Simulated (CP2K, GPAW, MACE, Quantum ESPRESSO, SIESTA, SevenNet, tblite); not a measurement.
# tblite on twisted graphene bilayer, 46.83° (76 atoms): settings against a plane-wave reference

Aim: run twisted graphene bilayer, 46.83° (76 atoms) in tblite and see how near its forces come to a plane-wave reference, and at what cost.

Program: tblite 0.8.0. Level of theory: the method is named at each step. Results are calculated unless marked as measured.

## (1) Set-up

The cell holds 76 atoms: 76 C. Cell: a = 10.723 Å, b = 10.723 Å, c = 17.430 Å, α = 90.0°, β = 90.0°, γ = 120.0°. It derives from C (graphene). Graphene (a = 2.46 Å) under graphene (a = 2.46 Å), bilayer, commensurate cell of 19 unit cells a layer, twist 46.83 deg; facing planes 3.43 Å apart as built; 14 Å of vacuum; minimised with a classical potential. Then every atom was moved at random, 0.02 Å r.m.s. a Cartesian component. Regions: layer 1, 38 atoms (38 C); layer 2, 38 atoms (38 C). Vacuum lies along c.

The yardstick, on the same geometry:

| Item | Value |
| --- | --- |
| method | Kohn-Sham DFT, PBE, SSSP efficiency 1.3.0 pseudopotentials, plane waves (Quantum ESPRESSO 7.5); sssp-pbe-1.3.0-efficiency, cutoffs 45/360 Ry, Γ point |
| r.m.s. force component | 1.21 eV/Å |
| longest force | 4.887 eV/Å |
| time | 2.1 min on 4 MPI ranks of Arm Neoverse V1, shared host |
| CPU time | 8.3 min |

## (2) GFN2-xTB

Method: GFN2-xTB tight binding, diagonalisation.

Input file run.py:

```python
import numpy as np
from ase.io import read
from tblite.ase import TBLite

atoms = read("structure.xyz")
atoms.calc = TBLite(method="GFN2-xTB", electronic_temperature=580, accuracy=1.0, max_iterations=250, mixer_damping=0.1, verbosity=1)
energy = atoms.get_potential_energy()
forces = atoms.get_forces()
print(f"energy {energy:.6f} eV")
print("forces (eV/A)")
for i, (a, f) in enumerate(zip(atoms, forces)):
    print(f"{i:4d} {a.symbol:2s} {f[0]:10.5f} {f[1]:10.5f} {f[2]:10.5f}")
print("charges (e)")
print(np.array2string(atoms.get_charges(), precision=4, suppress_small=True, max_line_width=110, threshold=100000))
```

Input file structure.xyz:

```xyz
76
Lattice="10.72290 0.00000 0.00000 -5.36145 9.28630 0.00000 0.00000 0.00000 17.43000" Properties=species:S:1:pos:R:3 pbc="T T T"
C -2.26082 7.17942 7.00198
C -1.42507 6.04260 7.02568
C 2.82827 0.30961 7.01540
C -1.71872 8.46437 7.03789
C 0.60799 1.31643 7.02690
C 1.39167 0.19771 6.99379
C 0.26271 3.74888 7.03056
C 1.16461 2.61725 7.00181
C 0.03871 6.18579 7.00599
C 0.86512 5.08351 7.01714
C -0.25644 8.65010 7.00215
C 0.54338 7.48039 7.02812
C 2.55226 2.75822 7.00337
C 3.41481 1.61507 7.00616
C 2.24725 5.20525 7.00442
C 3.08943 4.07882 6.99971
C 1.96679 7.65934 6.99030
C 2.82012 6.50505 7.01505
C 7.06698 0.80930 7.01558
C 2.52814 8.98190 7.04381
C 4.79024 1.78706 7.04172
C 5.65327 0.64196 7.01191
C 4.52185 4.20744 7.02115
C 5.31845 3.12837 7.00076
C 4.25774 6.65642 6.99048
C 5.08185 5.52507 7.04782
C 3.94378 9.12360 7.00878
C 4.77003 7.99950 7.03353
C 6.76620 3.27946 7.02255
C 7.59390 2.12721 6.99849
C 6.48741 5.67922 7.02133
C 7.30004 4.54286 7.02812
C -4.54136 8.13777 7.03701
C -3.69243 6.99686 7.02290
C 9.05565 2.23995 7.04102
C 9.87649 1.18800 7.03614
C -1.97907 4.74818 7.02952
C -1.09840 3.57643 7.05863
C 7.90369 0.34201 10.44946
C 7.35789 1.62705 10.41338
C 6.21896 4.23492 10.38462
C 5.64175 5.55135 10.37242
C 5.90515 1.79105 10.41233
C 5.34070 3.10562 10.39647
C 0.27510 8.61648 10.42837
C 5.09038 0.65747 10.38532
C 4.21340 5.68219 10.39612
C 3.70417 7.01218 10.39996
C 3.95380 3.23525 10.41355
C 3.39905 4.57536 10.39037
C 3.66621 0.83363 10.39874
C 3.08793 2.10511 10.39787
C 2.24227 7.16271 10.40954
C 1.70285 8.51452 10.45504
C 1.96899 4.72998 10.40571
C 1.40207 6.01854 10.43743
[... 16 atom lines left out ...]
C 8.21245 2.77735 10.39612
C 7.59755 4.10167 10.41983
C 6.48349 6.67276 10.42000
C 5.93727 7.97489 10.39316
```

The run is started by

```
$ OMP_NUM_THREADS=1 python run.py > output.txt
```

The program printed:

```text
------------------------------------------------------------
  cycle        total energy    energy error   density error
------------------------------------------------------------
      1     -163.8924857474  -1.6712105E+02   1.4945357E-01
      2     -163.8932451419  -7.5939450E-04   1.3439608E-01
      3     -163.8907588414   2.4863005E-03   5.8683780E-03
      4     -163.8939987131  -3.2398717E-03   1.8174309E-03
      5     -163.8940596054  -6.0892324E-05   1.3553579E-03
      6     -163.8940538950   5.7104229E-06   7.5585661E-04
      7     -163.8940675151  -1.3620138E-05   9.6801828E-05
      8     -163.8940680929  -5.7779516E-07   4.2621687E-05
      9     -163.8940682600  -1.6704254E-07   1.4628526E-05
------------------------------------------------------------
 total:                                   2.762 sec
energy -4459.784759 eV
forces (eV/A)
   0 C    -0.94019   -0.65930    0.34266
   1 C     1.22237   -0.58597   -0.17490
   2 C    -0.88608    0.95997   -0.05201
   3 C     1.99733    0.52795   -0.38440
   4 C    -2.37333    1.14998   -0.14605
   5 C     1.49045   -2.76310    0.44300
   6 C     2.60750    0.52322   -0.04215
   7 C    -1.40714    0.20562    0.25710
   8 C    -2.85921    0.49671    0.28344
   9 C    -1.13099   -2.41469    0.00566
  10 C    -2.09795   -1.12985    0.42257
  11 C     1.62634    1.22582   -0.40097
  12 C     0.71619    0.56964   -0.08379
  13 C    -1.47776   -0.07848    0.19968
  14 C     1.04277    0.57312    0.06550
  15 C     0.87124   -0.87790    0.16187
  16 C     0.32766   -0.28096    0.58590
  17 C     0.41460    0.72192   -0.30962
  18 C    -0.94206    1.27589    0.00399
  19 C     0.85114   -1.50166   -0.53242
  20 C     1.22950    0.33750   -0.48376
  21 C    -0.13443    0.87692    0.14896
  22 C    -2.34494    2.80698    0.00878
  23 C     2.73821   -3.24709    0.40478
[...]
68 C     0.20340    1.80615    0.23340
  69 C    -0.02995   -0.29437   -0.35084
  70 C    -1.38598   -1.15132    0.10513
  71 C    -2.36019   -0.72083   -0.10708
  72 C    -1.19235    0.20221    0.39879
  73 C     2.15928   -0.94470   -0.32602
  74 C     0.95580    0.52955   -0.35210
  75 C    -0.74290    0.83812    0.68786
charges (e)
[ 0.0032 -0.0019 -0.0018 -0.0003  0.0021 -0.0005 -0.0025 -0.0009  0.0027  0.0029 -0.0022  0.0024 -0.0004
  0.0005  0.0055 -0.0037 -0.0061 -0.0048  0.0038  0.0023 -0.0011  0.0015  0.0045  0.0019 -0.0025  0.0002
 -0.0026  0.0028  0.0033 -0.0041  0.0019  0.0048 -0.0037 -0.0021  0.0033  0.001  -0.007  -0.002   0.0093
 -0.0034  0.0023 -0.0021 -0.0032  0.0016 -0.0005 -0.0011  0.0042 -0.0021 -0.0013  0.0009 -0.0004  0.0048
 -0.0092 -0.0009 -0.0053  0.0025  0.005  -0.0015 -0.0019  0.0047 -0.0031  0.0016  0.0013  0.0036 -0.0025
 -0.0025  0.0012  0.0022  0.0052 -0.0041  0.0027  0.0016 -0.0037 -0.0015 -0.0007 -0.0038]
```

Wall time 3.3 s (1 thread of Arm Neoverse V1, shared host); peak memory 0.12 GiB.

Banners, paths, timers and routine set-up lines are dropped from the logs unmarked, and long logs keep their key lines alone; longer cuts are marked.

Compared with the plane-wave run:

* r.m.s. force component: 1.142 eV/Å
* r.m.s. difference of force components: 106.8 meV/Å
* longest difference of force vectors: 284.6 meV/Å
* force difference over r.m.s. force: 8.825 %
* slope of forces against the reference's: 0.9415
* correlation of force components: 0.9976

The surroundings of C35, which bears the longest force, nearest first, numbered as they follow in the input and with coordinates relative to it.

```tsv
atom	x	y	z	distance (Å)	bonds	Mulliken charge (e)	Fx	Fy	Fz (eV/Å)
C35	0.00	0.00	0.00	0.00	3	0.00	-2.76	3.80	-0.06
C36	0.82	-1.05	0.00	1.33	3	0.00	2.04	-3.99	-0.09
C38	0.57	1.34	0.02	1.45	3	0.00	-2.40	0.53	-0.24
C30	-1.46	-0.11	-0.04	1.47	3	0.00	1.46	-0.33	0.44
C27	0.25	-2.40	-0.03	2.42	3	0.00	-0.07	1.38	0.40
C7	1.93	1.51	-0.01	2.45	3	0.00	2.61	0.52	-0.04
C19	-1.99	-1.43	-0.03	2.45	3	0.00	-0.94	1.28	0.00
C5	2.28	-0.92	-0.01	2.46	3	0.00	-2.37	1.15	-0.15
C29	-2.29	1.04	-0.02	2.51	3	0.00	-1.26	-1.82	-0.18
C37	-0.31	2.51	-0.01	2.53	3	-0.01	-0.06	-1.50	0.16
```

Atoms are counted from 1 here, from 0 in the log.

Forces lie 8.8 % from the reference's, at 0.0067 times its CPU time (on 1 against 4 cores).

## (3) GFN1-xTB

Method: GFN1-xTB tight binding, diagonalisation.

run.py: that of step 2 with these lines changed.

```diff
@@ -5,3 +5,3 @@
 atoms = read("structure.xyz")
-atoms.calc = TBLite(method="GFN2-xTB", electronic_temperature=580, accuracy=1.0, max_iterations=250, mixer_damping=0.1, verbosity=1)
+atoms.calc = TBLite(method="GFN1-xTB", electronic_temperature=580, accuracy=1.0, max_iterations=250, mixer_damping=0.1, verbosity=1)
 energy = atoms.get_potential_energy()
```

structure.xyz is that of step 2.

The program printed:

```text
------------------------------------------------------------
  cycle        total energy    energy error   density error
------------------------------------------------------------
      1     -161.6113888624  -1.6441318E+02   9.2349850E-01
      2     -161.6118025377  -4.1367532E-04   8.3104225E-01
      3     -161.6104795228   1.3230148E-03   8.5307605E-03
      4     -161.6115945176  -1.1149948E-03   5.3939517E-03
      5     -161.6121409731  -5.4645549E-04   9.4460895E-04
      6     -161.6121720704  -3.1097290E-05   2.1667823E-04
      7     -161.6121729463  -8.7593853E-07   8.3216921E-05
      8     -161.6121731174  -1.7113317E-07   1.6273546E-05
------------------------------------------------------------
 total:                                   0.778 sec
energy -4397.691229 eV
forces (eV/A)
   0 C    -0.95200   -0.66649    0.30826
   1 C     1.22082   -0.59837   -0.19401
   2 C    -0.88517    0.96159   -0.07589
   3 C     2.00799    0.53397   -0.39255
   4 C    -2.37515    1.16969   -0.16401
   5 C     1.49989   -2.78077    0.40411
   6 C     2.61901    0.51487   -0.06369
   7 C    -1.41278    0.19756    0.22706
   8 C    -2.88037    0.50831    0.25431
   9 C    -1.14615   -2.42898   -0.01856
  10 C    -2.11271   -1.14332    0.38899
  11 C     1.65660    1.24364   -0.41503
  12 C     0.71676    0.58245   -0.10972
  13 C    -1.48194   -0.08606    0.17312
  14 C     1.06678    0.58403    0.04211
  15 C     0.87049   -0.90104    0.13352
  16 C     0.32414   -0.29795    0.54944
  17 C     0.41156    0.73987   -0.32866
  18 C    -0.94735    1.29932   -0.01842
  19 C     0.85520   -1.51775   -0.53800
  20 C     1.23021    0.34480   -0.48864
  21 C    -0.13593    0.87069    0.12082
  22 C    -2.36401    2.82312   -0.01221
  23 C     2.75803   -3.26871    0.36891
[...]
68 C     0.20409    1.82236    0.24901
  69 C    -0.03972   -0.28385   -0.31238
  70 C    -1.40047   -1.15063    0.12920
  71 C    -2.37326   -0.73339   -0.08170
  72 C    -1.19610    0.19185    0.40780
  73 C     2.17180   -0.95155   -0.29308
  74 C     0.95089    0.53081   -0.32073
  75 C    -0.74919    0.84848    0.69569
charges (e)
[ 0.0029 -0.0024 -0.0011 -0.0007  0.0019 -0.0003 -0.0023 -0.0006  0.0031  0.0031 -0.002   0.0018 -0.0003
  0.0012  0.0055 -0.0035 -0.0051 -0.0045  0.0039  0.0021 -0.0017  0.0016  0.0042  0.002  -0.0015 -0.0003
 -0.0025  0.003   0.0021 -0.0047  0.0021  0.0045 -0.0037 -0.0023  0.0034  0.0005 -0.0067 -0.0021  0.0091
 -0.0031  0.0017 -0.0025 -0.0029  0.0015 -0.0005 -0.0012  0.0045 -0.0015 -0.0016  0.0003 -0.0003  0.0043
 -0.0088 -0.0006 -0.0051  0.0031  0.0047 -0.0018 -0.0012  0.0047 -0.0031  0.0015  0.0014  0.0034 -0.0028
 -0.0021  0.0018  0.0012  0.0051 -0.0035  0.0025  0.0018 -0.004  -0.0017 -0.0006 -0.0039]
```

The job ended after 1.3 s (1 thread; peak memory 0.12 GiB).

Numbers from this run, and their distance from the reference:

```yaml
r_m_s_force_component: 1.15 eV/Å
r_m_s_difference_of_force_components: 95.08 meV/Å
longest_difference_of_force_vectors: 262.8 meV/Å
force_difference_over_r_m_s_force: 7.857 %
slope_of_forces_against_the_reference_s: 0.9487
correlation_of_force_components: 0.998
```

Against the first run (8.8 %), the force difference from the reference is 7.9 %, at 0.40 times the CPU time.

## (4) The ladder

Differences are against the plane-wave reference, forces as r.m.s. over components; share is that over the reference's r.m.s. force, slope the least-squares factor from reference forces to these. Total energies of different programs have different zeros and aren't compared.

```tsv
run	Δ force, r.m.s. (meV/Å)	share (%)	slope	cores	CPU time	memory (GiB)
reference	-	-	-	4	8.3 min	3.5
tblite GFN2-xTB	107	8.83	0.942	1	3.3 s	0.12
tblite GFN1-xTB	95.1	7.86	0.949	1	1.3 s	0.12
```

CPU time is summed over cores on a shared host, where runs went side by side, so it is rough. Symmetry, cutoffs, thresholds, outputs and thread counts weren't matched or tuned between programs; memory under MPI is the largest rank's times the ranks.

## (5) What came out

| Item | Value |
| --- | --- |
| nearest in forces | tblite GFN1-xTB, 7.9 % |
| its CPU time | 1.3 s |

What this shows: Tight binding differs by 7.9 % (tblite GFN1-xTB) to 8.8 % (tblite GFN2-xTB); it is another model, with fitted parameters of its own, and the xTB methods hold dispersion. Of the electronic-structure runs that take under half the reference's CPU time, tblite GFN1-xTB comes nearest, at 7.9 % in 1.3 s against 8.3 min. Periodic xTB results under one method name differ between programs and library versions. The reference's PBE has no dispersion term, which matters for the binding between molecules or layers. One k-point is far too coarse for the carbon or group-IV sheet, and it can put spurious forces of up to about 1 eV/Å on the sheet's atoms. The electronic-structure runs sample only Γ, in a cell whose shortest periodic width is 9 Å.

[Also dropped from logs without a mark: logging warnings of Python, and SIESTA's first energy breakdown and zero terms.]

[Logs are printed without paths, hosts, clocks, repeated set-up lines and the standing remarks that a program may print on its own settings, such as how far it seeks lower states.]

[Hosts, paths, dates, database ids (printed as entryN), source tags and the programs' standing remarks are cut or masked in the printed files.]
